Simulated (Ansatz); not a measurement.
# How fast states decay through SiF2, part 3 of 3

Wanted: the relaxed cell of SiF2, its band edges and its decay constants. It is built by putting Si for Sn, F for I in the SnI2 structure of space group P4_2/mnm, with the volume rescaled by atomic radii. The parent structure comes from the Materials Project.

Ansatz 0.2.0; PBE DFT, plane waves, PAW files (the session's first sound run).

So far, gap on path (eV): step 3 (the bulk crystal and its band edges, PBE) 2.27; step 6 (PBE norm-conserving, cutoff 1320 eV) 2.26. The relaxed cell has a = 5.856, c = 2.506 Å (conventional setting).

The structure was built from a prototype and need not be the compound's stable phase.

## Step 7: Complex bands at another level

This step: PBE DFT, plane waves, norm-conserving files; complex bands by layer matching along the plane's normal (Ansatz 0.2.0).

The complex bands at that level, over its own gap, at (0, 0) and (0.5, 0).

input.yaml reads:

```yaml
crystal:
  lattice:
    - [5.855777861, 0.0, 0.0]
    - [0.0, 5.855777861, 0.0]
    - [0.0, 0.0, 2.506149595]
  atoms:
    - { symbol: Si, position: [0.0, 0.0, 0.0] }
    - { symbol: Si, position: [0.5, 0.5, 0.5] }
    - { symbol: F, position: [0.2048233202, 0.2048233202, 0.0] }
    - { symbol: F, position: [0.7951766798, 0.7951766798, 0.0] }
    - { symbol: F, position: [0.7048233202, 0.2951766798, 0.5] }
    - { symbol: F, position: [0.2951766798, 0.7048233202, 0.5] }
kpoints:
  mp_grid: { grid: [4, 4, 10] }
scf:
  occupations: { method: fixed }
hamiltonian:
  xc: pbe
  pseudopotentials: { kind: nc }
output:
  eigenvalues: true
  transmission:
    leads: [[0, 0]]
    kpoints: [[0.0, 0.0], [0.5, 0.0]]
    e_range: [-1.0, 3.26]
    de: 0.07
```

Started as:

```console
ansatz run input.yaml --threads 2 --pin off --max-ram 4096MiB --backend cpu --events-out ev --progress --plain --runs-dir out
```

Numbers of over 12 decimals in the logs are rounded to 6 here.

The program printed:

```text
Engine: ansatz 0.2.0, aarch64-unknown-linux-gnu
Pseudopotentials: kind: nc
Pseudopotential: Si, nc, valence charge 4, recommended cutoff 489.804952 eV (normal), Si.nc.azcp
Pseudopotential: F, nc, valence charge 7, recommended cutoff 1320 eV (normal), F.nc.azcp
Functional definition: PBE
  parameter kappa = 0.804
  parameter beta = 0.066725
  exchange = pbe_x(kappa = kappa, mu = beta*pi^2/3)
  correlation = pbe_c(beta = beta)
Error: memory limit exceeded: the `transmission` phase of `transmission` needs 4.43 GiB against the run's memory maximum of 4.00 GiB; largest carriers: transmission 4.09 GiB, unmodelled-tail allowance 0.30 GiB, source scf tables 0.03 GiB, source scf state 0.00 GiB; the layers of output.transmission grow with the square of the cell's cross-section: a lower cutoff or a narrower output.transmission.e_range takes less, and so, most of all in a narrow cell, does a wider de; where no e_range is typed, a fill by count is planned with a gap of 40 thermal energies
with nothing else changed it takes a maximum of at least 4.44 GiB, with nothing to spare, and 4.88 GiB leaves up to a tenth: --max-ram 4.88GiB where that set the maximum, else more of the term that did, and with no share typed, where 4.88 GiB is over 0.88 of the host's memory or its container's limit, a share of 0.88 or more that holds the maximum too (--max-ram-frac F), where one does; The budget is ten elevenths of [...]
`transmission` follows the SCF: where the deck gives it k-points, a mesh or a band count of its own, those are what to reduce (not on a resume, whose deck is fixed)
```

Run time: 0.19 s. Hardware: 2 threads of Arm Neoverse V1, shared host; peak memory 0.14 GiB.

The input was rejected at the start.

The program's message: “Error: memory limit exceeded: the `transmission` phase of `transmission` needs 4.43 GiB against the run's memory maximum of 4.00 GiB; largest carriers: transmission 4.09 GiB, unmodelled-tail allowance …”

## Step 8: A check of the settings: basis.xc_grid = 1

This step: PBE DFT, plane waves, PAW files; complex bands by layer matching along the plane's normal; changed: basis.xc_grid = 1 (Ansatz 0.2.0).

This run repeats an earlier one, its twin (the complex run, plane (001)), with one setting changed (basis.xc_grid; files written aside). It is meant to test whether the numerical route changes the result or only the time. Where the input is shown as a difference, that is against the step before, not the twin.

Changes to input.yaml since step 7:

```diff
@@ -18,3 +18,2 @@
   xc: pbe
-  pseudopotentials: { kind: nc }
 output:
@@ -24,3 +23,5 @@
     kpoints: [[0.0, 0.0], [0.5, 0.0]]
-    e_range: [-1.0, 3.26]
+    e_range: [-1.0, 3.27]
     de: 0.07
+basis:
+  xc_grid: 1
```

The program printed:

```text
[...]
Crystal: 6 atoms, lattice volume = 85.936 Å³
Basis set: ecut = 420 eV, 1685 PW (Γ)
Bands: 24, of which v1, the nominal top of the filled ones, is band 18 counted from 1 (17 counted from 0)
Symmetry: 16 space group operations
[...]
k-points: 36 of 160
[...]
SCF iter   1: F=—  HF=-4505.513658 eV  |F-HF|=—  |Δ(HF+E_count)|=         —  Δρ=9.94e-3  dr2=4.15e-2  ethr=1.77e-3  ⟨swp⟩=4.4  Hψ=3898  notcnv=0  defer=142
[...]
SCF iter   6: F=-4505.506979 eV  HF=-4505.506979 eV  |F-HF|=2.66e-9  |Δ(HF+E_count)|=   2.10e-7  Δρ=5.51e-6  dr2=1.65e-8  ethr=2.78e-10  ⟨swp⟩=10.0  Hψ=3985  notcnv=0
SCF 1 converged in 6 iterations: F = -4505.506979 eV  dr2 = 1.65e-8
[...]
transmission: 4 of 8 steps passed
transmission: 8 of 8 steps passed
SCF converged after 6 iterations
Free energy (F): -4505.506979 eV
[...]
Internal energy: -4505.506979 eV  (E = F + TS)
E sigma→0 (E₀):  -4505.506979 eV
Fermi energy:    3.189120 eV
[...]
--- Band table (eV; the first three rows and the last of 36) ---
  k-point 0: bands = [... 14 lower, 0.1664, 0.1664, 0.2342, 2.7475, 5.4778, 5.4778, 10.3178, 11.9101, ... 2 higher]
  k-point 1: bands = [... 14 lower, -0.1374, -0.1374, 0.4919, 2.8174, 5.6791, 5.6791, 10.3384, 12.0677, ... 2 higher]
  k-point 2: bands = [... 14 lower, -0.8501, -0.8501, 0.9902, 2.9528, 6.2210, 6.2210, 9.4585, 11.0046, ... 2 higher]
  k-point 35: bands = [... 14 lower, -0.9587, -0.9587, 2.6506, 2.6506, 6.1840, 6.1840, 8.4399, 8.4399, ... 2 higher]
--- Transmission ---
  basis      : 293 plane waves across, 4 finite elements along
  points     : 2, as listed
[...]
crystal 0  : Si2F4, at the sites [0, 0], period 2.5061 Å: whole cells are its period
[...]
channels       : 0.000000e0 a spin
[...]
slowest decay  : 0.2805 /Å at (0.0000, 0.0000)
```

The job ended after 63 s (2 threads; peak memory 0.87 GiB).

Numbers from this step:

```yaml
free_energy: -4505.5070 eV
fermi_energy: 3.189 eV
gap_on_the_k_mesh: 2.289 eV
```

K parallel (0, 0); values up to 1.5 1/Å, a degenerate pair printed once or twice; energies at which all values exceed this have no row. Table of Im kz of the slowest decaying states by energy, zero at the highest filled level on the SCF mesh:

```
energy (eV)  decay 1 (Å⁻¹)  decay 2 (Å⁻¹)  decay 3 (Å⁻¹)  decay 4 (Å⁻¹)
    -1.0000          0.424          0.514          0.745          0.753
    -0.7200          0.365          0.532          0.743          0.760
    -0.5100          0.216          0.543          0.735          0.770
    -0.2300          0.552          0.734          0.783          0.988
    -0.0200          0.556          0.779          0.792          0.917
     0.2600          0.243          0.555          0.802          0.852
     0.4700          0.277          0.551          0.809          0.825
     0.7500          0.290          0.537          0.806          0.818
     1.0300          0.286          0.513          0.797          0.825
     1.2400          0.277          0.487          0.795          0.829
     1.5200          0.256          0.437          0.794          0.834
     1.7300          0.235          0.384          0.795          0.837
     2.0100          0.197          0.281          0.796          0.840
     2.2200          0.143          0.158          0.798          0.841
     2.5000         0.0662          0.801          0.841          0.883
     2.7800          0.803          0.839          0.871           1.10
     2.9900          0.805          0.837          0.863           1.10
     3.2700          0.807          0.832          0.854           1.10
```

K parallel (0, 0). Table of Re kz of states that move upwards by energy, zero at the highest filled level on the SCF mesh:

| energy (eV) | channel 1 (Å⁻¹) | channel 2 (Å⁻¹) | channel 3 (Å⁻¹) | channel 4 (Å⁻¹) |
| --- | --- | --- | --- | --- |
| -1.00 | 0.918 | - | - | - |
| -0.86 | 0.960 | - | - | - |
| -0.65 | 1.02 | - | - | - |
| -0.51 | 1.07 | - | - | - |
| -0.30 | 0.387 | 1.14 | - | - |
| -0.16 | 0.646 | 1.21 | - | - |
| -0.02 | -1.19 | 0.946 | - | - |
| 0.05 | - | - | - | - |
| 0.19 | - | - | - | - |
| 0.40 | - | - | - | - |
| 0.54 | - | - | - | - |
| 0.68 | - | - | - | - |
| 0.89 | - | - | - | - |
| 1.03 | - | - | - | - |
| 1.24 | - | - | - | - |
| 1.38 | - | - | - | - |
| 1.59 | - | - | - | - |
| 1.73 | - | - | - | - |
| 1.87 | - | - | - | - |
| 2.08 | - | - | - | - |
| 2.22 | - | - | - | - |
| 2.43 | 0.209 | 0.209 | - | - |
| 2.57 | -1.15 | 0.299 | 0.299 | 1.22 |
| 2.78 | -1.19 | -1.05 | 0.401 | 0.401 |
| 2.92 | -1.15 | -1.01 | 0.459 | 0.459 |
| 3.13 | -1.10 | -0.961 | 0.537 | 0.537 |
| 3.27 | -1.08 | -0.932 | 0.584 | 0.584 |

K parallel (0.5, 0); values up to 1.5 1/Å, a degenerate pair printed once or twice; energies at which all values exceed this have no row. Im kz of the slowest decaying states against energy, zero at the highest filled level on the SCF mesh:

| energy (eV) | decay 1 (Å⁻¹) | decay 2 (Å⁻¹) | decay 3 (Å⁻¹) | decay 4 (Å⁻¹) |
| --- | --- | --- | --- | --- |
| -1.00 | 0.545 | 0.801 | 0.812 | 1.05 |
| -0.86 | 0.557 | 0.799 | 0.820 | 1.05 |
| -0.65 | 0.574 | 0.797 | 0.836 | 1.06 |
| -0.51 | 0.585 | 0.798 | 0.849 | 1.06 |
| -0.30 | 0.599 | 0.800 | 0.873 | 1.06 |
| -0.16 | 0.0405 | 0.608 | 0.801 | 0.892 |
| -0.02 | 0.165 | 0.616 | 0.804 | 0.915 |
| 0.05 | 0.195 | 0.619 | 0.805 | 0.928 |
| 0.19 | 0.236 | 0.627 | 0.807 | 0.961 |
| 0.40 | 0.272 | 0.636 | 0.811 | 1.01 |
| 0.54 | 0.285 | 0.642 | 0.814 | 1.02 |
| 0.68 | 0.293 | 0.647 | 0.816 | 1.03 |
| 0.89 | 0.297 | 0.653 | 0.819 | 1.04 |
| 1.03 | 0.295 | 0.657 | 0.820 | 1.05 |
| 1.24 | 0.287 | 0.661 | 0.821 | 1.06 |
| 1.38 | 0.278 | 0.663 | 0.820 | 1.02 |
| 1.59 | 0.259 | 0.662 | 0.814 | 0.963 |
| 1.73 | 0.242 | 0.660 | 0.803 | 0.931 |
| 1.87 | 0.222 | 0.653 | 0.785 | 0.906 |
| 2.08 | 0.183 | 0.627 | 0.749 | 0.885 |
| 2.22 | 0.148 | 0.590 | 0.729 | 0.879 |
| 2.43 | 0.0483 | 0.498 | 0.712 | 0.874 |
| 2.57 | 0.413 | 0.705 | 0.873 | 1.15 |
| 2.78 | 0.210 | 0.699 | 0.873 | 1.16 |
| 2.92 | 0.695 | 0.873 | 1.17 | 1.26 |
| 3.13 | 0.690 | 0.873 | 1.19 | 1.27 |
| 3.27 | 0.686 | 0.873 | 1.19 | 1.27 |

The energy agrees with the twin's within 2e-6 eV and the result to the printed digits, after as many cycles: the change makes no difference here.

## Step 9: The same cell, other settings

This step: PBE DFT, plane waves, PAW files; complex bands by layer matching along the plane's normal; changed: output.transmission.e_range = [-0.5, 0.5], output.transmission.de = 0.1 (Ansatz 0.2.0).

This run repeats an earlier one, its twin (the complex run, plane (001)), with two settings changed (output.transmission.e_range, output.transmission.de; files written aside). It is meant to test what the energy window and step decide. Where the input is shown as a difference, that is against the step before, not the twin.

Changes to input.yaml since step 8:

```diff
@@ -23,5 +23,3 @@
     kpoints: [[0.0, 0.0], [0.5, 0.0]]
-    e_range: [-1.0, 3.27]
-    de: 0.07
-basis:
-  xc_grid: 1
+    e_range: [-0.5, 0.5]
+    de: 0.1
```

The program printed:

```text
[...]
Crystal: 6 atoms, lattice volume = 85.936 Å³
Basis set: ecut = 420 eV, 1685 PW (Γ)
Bands: 24, of which v1, the nominal top of the filled ones, is band 18 counted from 1 (17 counted from 0)
Symmetry: 16 space group operations
[...]
k-points: 36 of 160
[...]
SCF iter   1: F=—  HF=-4505.513658 eV  |F-HF|=—  |Δ(HF+E_count)|=         —  Δρ=9.94e-3  dr2=4.15e-2  ethr=1.77e-3  ⟨swp⟩=4.4  Hψ=3898  notcnv=0  defer=142
[...]
SCF iter   6: F=-4505.506979 eV  HF=-4505.506979 eV  |F-HF|=2.66e-9  |Δ(HF+E_count)|=   2.10e-7  Δρ=5.51e-6  dr2=1.65e-8  ethr=2.78e-10  ⟨swp⟩=10.0  Hψ=3985  notcnv=0
SCF 1 converged in 6 iterations: F = -4505.506979 eV  dr2 = 1.65e-8
[...]
transmission: 4 of 8 steps passed
transmission: 8 of 8 steps passed
SCF converged after 6 iterations
Free energy (F): -4505.506979 eV
[...]
Internal energy: -4505.506979 eV  (E = F + TS)
E sigma→0 (E₀):  -4505.506979 eV
Fermi energy:    3.189120 eV
[...]
--- Band table (eV; the first three rows and the last of 36) ---
  k-point 0: bands = [... 14 lower, 0.1664, 0.1664, 0.2342, 2.7475, 5.4778, 5.4778, 10.3178, 11.9101, ... 2 higher]
  k-point 1: bands = [... 14 lower, -0.1374, -0.1374, 0.4919, 2.8174, 5.6791, 5.6791, 10.3384, 12.0677, ... 2 higher]
  k-point 2: bands = [... 14 lower, -0.8501, -0.8501, 0.9902, 2.9528, 6.2210, 6.2210, 9.4585, 11.0046, ... 2 higher]
  k-point 35: bands = [... 14 lower, -0.9587, -0.9587, 2.6506, 2.6506, 6.1840, 6.1840, 8.4399, 8.4399, ... 2 higher]
--- Transmission ---
  basis      : 293 plane waves across, 4 finite elements along
  points     : 2, as listed
[...]
crystal 0  : Si2F4, at the sites [0, 0], period 2.5061 Å: whole cells are its period
[...]
channels       : 0.000000e0 a spin
[...]
slowest decay  : 0.2792 /Å at (0.0000, 0.0000)
```

Elapsed: 18 s, on 2 threads; peak memory 0.63 GiB.

K parallel (0, 0); values up to 1.5 1/Å, a degenerate pair printed once or twice; energies at which all values exceed this have no row. The Im kz of the slowest decaying states by energy, zero at the highest filled level on the SCF mesh:

```
energy (eV)  decay 1 (Å⁻¹)  decay 2 (Å⁻¹)  decay 3 (Å⁻¹)  decay 4 (Å⁻¹)
     -0.500          0.201          0.543          0.735          0.771
     -0.400          0.547          0.732          0.775           1.05
     -0.300          0.550          0.731          0.780           1.01
     -0.200          0.553          0.736          0.784          0.977
     -0.100          0.555          0.753          0.788          0.942
      0.000          0.556          0.787          0.792          0.911
      0.100          0.170          0.556          0.796          0.830
      0.200          0.224          0.556          0.800          0.863
      0.300          0.252          0.555          0.804          0.846
      0.400          0.269          0.553          0.807          0.832
      0.500          0.279          0.550          0.810          0.822
```

K parallel (0, 0). Re kz of states that move upwards against energy, zero at the highest filled level on the SCF mesh:

| energy (eV) | channel 1 (Å⁻¹) | channel 2 (Å⁻¹) |
| --- | --- | --- |
| -0.500 | 1.07 | - |
| -0.400 | 0.189 | 1.11 |
| -0.300 | 0.387 | 1.14 |
| -0.200 | 0.570 | 1.19 |
| -0.100 | 0.767 | 1.24 |
| 0.000 | -1.16 | 1.00 |
| 0.100 | - | - |
| 0.200 | - | - |
| 0.300 | - | - |
| 0.400 | - | - |
| 0.500 | - | - |

K parallel (0.5, 0); values up to 1.5 1/Å, a degenerate pair printed once or twice; energies at which all values exceed this have no row. Im kz of the slowest decaying states against energy, zero at the highest filled level on the SCF mesh:

```csv
energy (eV),decay 1 (Å⁻¹),decay 2 (Å⁻¹),decay 3 (Å⁻¹),decay 4 (Å⁻¹)
-0.500,0.585,0.798,0.850,1.06
-0.400,0.592,0.799,0.861,1.06
-0.300,0.599,0.800,0.873,1.06
-0.200,0.605,0.801,0.886,1.06
-0.100,0.115,0.611,0.802,0.901
0.000,0.174,0.617,0.804,0.918
0.100,0.211,0.622,0.806,0.938
0.200,0.238,0.627,0.808,0.964
0.300,0.257,0.632,0.809,1.00
0.400,0.272,0.636,0.811,1.01
0.500,0.282,0.640,0.813,1.02
```

## Step 10: Results

```json
{"band gap": "2.27 eV", "least decay constant at mid-gap, normal to (001)": "0.281 Å⁻¹", "least decay constant on a mesh, normal to (001)": "0.282 Å⁻¹"}
```

In words: With PBE, the slowest decay at the wavevectors tried is κ = 0.281 Å⁻¹, normal to (001). Through such a film the transmission near mid-gap falls as exp(−2κd), a factor of ten every 4.1 Å. A free electron under a barrier of half the gap would need a mass of 0.26 mₑ to decay at this rate. The compound is made up by substitution; its stability against other phases and against distortions of the cell's symmetry was not tested. A semilocal functional narrows gaps, so real decay constants are likely larger.

[Logs are printed without paths, hosts, clocks, repeated set-up lines and the standing remarks that a program may print on its own settings, such as how far it seeks lower states.]

[Hosts, paths, dates, database ids (printed as entryN), source tags and the programs' standing remarks are cut or masked in the printed files.]
